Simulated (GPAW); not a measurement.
**GdN: exchange couplings by hand from total energies**

Can a spin model with one coupling foretell the energy of a further order of GdN?

Calculated with GPAW 26.7.0; PBE with U = 6 eV on Gd f; plane waves with GPAW's PAW setups, scalar-relativistic.

The database entry behind the starting cell differs from later determinations by our own check (about 0.3 % long), so it need not match the best structure at ambient conditions.

**1. Set-up**

Symmetry: Fm-3m, No. 225, cubic system. The conventional cell has a = 4.999 Å, b = 4.999 Å, c = 4.999 Å, α = 90.00°, β = 90.00°, γ = 90.00°. Nearest to Gd lie 6 N at 2.50 Å. Nearest to N lie 6 Gd at 2.50 Å. Farther neighbours and most contacts between anions are not listed.

Coordinates:

```cif
data_structure
_symmetry_space_group_name_H-M 'Fm-3m'
_symmetry_Int_Tables_number 225
_cell_length_a 4.9990
_cell_length_b 4.9990
_cell_length_c 4.9990
_cell_angle_alpha 90.000
_cell_angle_beta 90.000
_cell_angle_gamma 90.000
_cell_volume 124.93
loop_
_atom_site_label
_atom_site_type_symbol
_atom_site_symmetry_multiplicity
_atom_site_Wyckoff_symbol
_atom_site_fract_x
_atom_site_fract_y
_atom_site_fract_z
_atom_site_occupancy
Gd1 Gd 4 a 0.00000 0.00000 0.00000 1
N1 N 4 b 0.50000 0.00000 0.00000 1
```

**2. The parallel order**

All energies count from this run. A Hubbard term is added for the open shell, at a value in common use.

order1.py reads:

```python
import json
import numpy as np
from ase import Atoms
from ase.parallel import paropen, parprint
from gpaw import GPAW

atoms = Atoms(['Gd', 'N'],
    cell=[[0.0, 2.4995, 2.4995],
         [2.4995, 0.0, 2.4995],
         [2.4995, 2.4995, 0.0]],
    scaled_positions=[[0.0, 0.0, 0.0],
         [0.5, 0.5, 0.5]],
    pbc=True,
    magmoms=[7.0, 0.0])
atoms.calc = GPAW(mode={'name': 'pw', 'ecut': 700},
    xc='PBE',
    kpts={'size': (8, 8, 8), 'gamma': True},
    occupations={'name': 'fermi-dirac', 'width': 0.05},
    convergence={'density': 1e-05, 'energy': 1e-05},
    maxiter=200,
    setups={'Gd': ':f,6.0'},
    symmetry={'tolerance': 1e-4},
    txt='order1.txt')
e = atoms.get_potential_energy(force_consistent=True)
res = {'free_energy': e, 'energy_sigma0': atoms.get_potential_energy(), 'fermi_energy': atoms.calc.get_fermi_level()}
res['moments'] = atoms.get_magnetic_moments().tolist()
res['total'] = atoms.get_magnetic_moment()
parprint('site moments (muB):', np.round(res['moments'], 3))
parprint(f"total moment: {res['total']:.3f} muB")
parprint(f'free energy: {e:.6f} eV')
atoms.calc.write('order1.gpw')
n = atoms.calc.get_pseudo_density()
up, down = (atoms.calc.get_pseudo_density(spin=i) for i in (0, 1))
np.savez('grids.npz', density=n, spin=up - down)
with paropen('results.json', 'w') as f:
    json.dump(res, f)
```

Run with:

```console
> OMP_NUM_THREADS=1 mpirun -n 4 gpaw python order1.py > order1.log
```

Log:

```text
site moments (muB): [ 6.941 -0.062]
total moment: 7.000 muB
free energy: -25.104492 eV

--- order1.txt ---
Input parameters:
  mode=PW(ecut=700),
  convergence={'density': 1e-05, 'energy': 1e-05},
  kpts=MonkhorstPack(size=(8, 8, 8), gamma=True),
  maxiter=200,
  occupations=Occupations(name='fermi-dirac', width=0.05),
  setups={'Gd': ':f,6.0'},
  symmetry=Symmetry(tolerance=0.0001),
  xc=XC(name='PBE')

[...]
|          5 |         4.151 |     1.000 |         9.854 |     1.000 |
[...]
|         15 |        12.872 |     0.000 |        15.743 |     0.000 |
|         16 |        12.873 |     0.000 |        15.929 |     0.000 |
|         17 |        12.873 |     0.000 |        15.929 |     0.000 |
|        ... |               |           |               |           |
|         21 |        20.813 |     0.000 |        22.441 |     0.000 |

No gap
No difference between direct/indirect transitions

[key lines of the parts left out:]
Free energy:     -25.104492
Converged in 14 steps
dipole moment: (-27.915294, -27.915294, -27.915294)  # |e|*Ang
Fermi level: 10.237
```

Elapsed: 18 s, on 4 MPI ranks of Intel Xeon Platinum 8488C (Sapphire Rapids), shared host; peak memory 0.87 GiB; 71 s of CPU time.

Spin moment in the augmentation sphere by atom:

```
atom  spin moment in the augmentation sphere (μB)
 Gd1                                         6.94
  N2                                        -0.06
```

Numbers from this step:

- magnetization: 7.000 μB
- final state: ferromagnetic

After 14 cycles the largest moment stands at 6.94 μB.

**3. The orders used for the fit**

The other orders were run with the same settings, on meshes that hold the same points. Free energies (smearing 0.05 eV, its entropy term included) are divided by the number of Gd atoms; q is in fractions of the reciprocal vectors of the first run's cell.

```
              order  atoms   mesh  free energy (eV)  eV per Gd  largest moment (μB)
                F +      2  8×8×8          -25.1045   -25.1045                 6.94
AF q=(0,1/2,1/2) +-      4  8×4×8          -50.1905   -25.0953                 6.93
```

**4. Counting neighbours**

With E = −Σ J e_i·e_j over ordered pairs of unit vectors, turning a neighbour from parallel to opposed costs 2J a Gd atom. So an order lies 2 Σ n J over the parallel one, n being the opposed neighbours in each shell.

```
shell  distance (Å)  neighbours  opposed in AF q=(0,1/2,1/2) +-  opposed in AF q=(0,0,1/2) +-
   J1          3.53          12                               8                             6
   J2          5.00           6                               0                             6
```

Only J1 is kept.

**5. Solving**

```
2 × 8 × J1 = +9.22 meV    (AF q=(0,1/2,1/2) +-)
J1 = +0.58 meV
```

**6. The test**

The couplings now give the orders that were left out:

```
2 × 6 × (+0.58) = +6.96 meV    (AF q=(0,0,1/2) +-)
```

The runs themselves:

```
            order  atoms   mesh  free energy (eV)  eV per Gd  largest moment (μB)  over the parallel order (meV)  foretold (meV)
AF q=(0,0,1/2) +-      4  8×8×4          -50.1930   -25.0965                 6.93                          +7.99           +6.96
```

**7. One more shell**

The miss asks for the next shell, which takes one more order into the fit and leaves none for a test.

```
2 × 8 × J1 = +9.22 meV    (AF q=(0,1/2,1/2) +-)
2 × 6 × J1 + 2 × 6 × J2 = +7.99 meV    (AF q=(0,0,1/2) +-)
J1 = +0.58 meV
J2 = +0.09 meV
```

**8. Mean-field temperature**

```
gain of F + over disorder = (12 − 2 × 0) × (+0.58) + (6 − 2 × 0) × (+0.09) = 7.5 meV
T = 2 × 7.5 / (3 × 0.08617) = 58 K
```

**9. What came out**

* J1 (Gd–Gd at 3.53 Å): 0.58 meV
* largest miss on the orders left out: 1.0 meV
* J1 with 2 shells: 0.58 meV
* J2 with 2 shells: 0.09 meV
* mean-field ordering temperature: 58 K

What this shows: The model misses the order left out by 1.0 meV, 11 % of the span of the orders, so it holds only roughly. With the next shell added the couplings are J1 = +0.58 and J2 = +0.09 meV, untested. The first dropped shell that the test feels is J2 at 5.00 Å. The site moments spread by 0.22 % over the orders. In a metal couplings reach far, and the mesh was not tested. The couplings are effective ones: further shells with opposed neighbours are folded into them or show in the miss. Mean field overstates the temperature of the model, and classical spins understate it for small quantum spins, by up to the factor (S+1)/S: about 1.3 for a moment of this size. A miss or a match within these factors says little. The f shell is half filled, so the spin-only picture is fair.

[Logs and program files are shortened in this print: banners, set-up blocks, solver, clock and traceback lines can be left out without a mark of their own.]

[Logs are printed without paths, hosts, clocks, repeated set-up lines and the standing remarks that a program may print on its own settings, such as how far it seeks lower states.]

[Hosts, paths, dates, database ids (printed as entryN), source tags and the programs' standing remarks are cut or masked in the printed files.]

[Where a cell is said to come from a database of computed structures, the database is the Materials Project.]
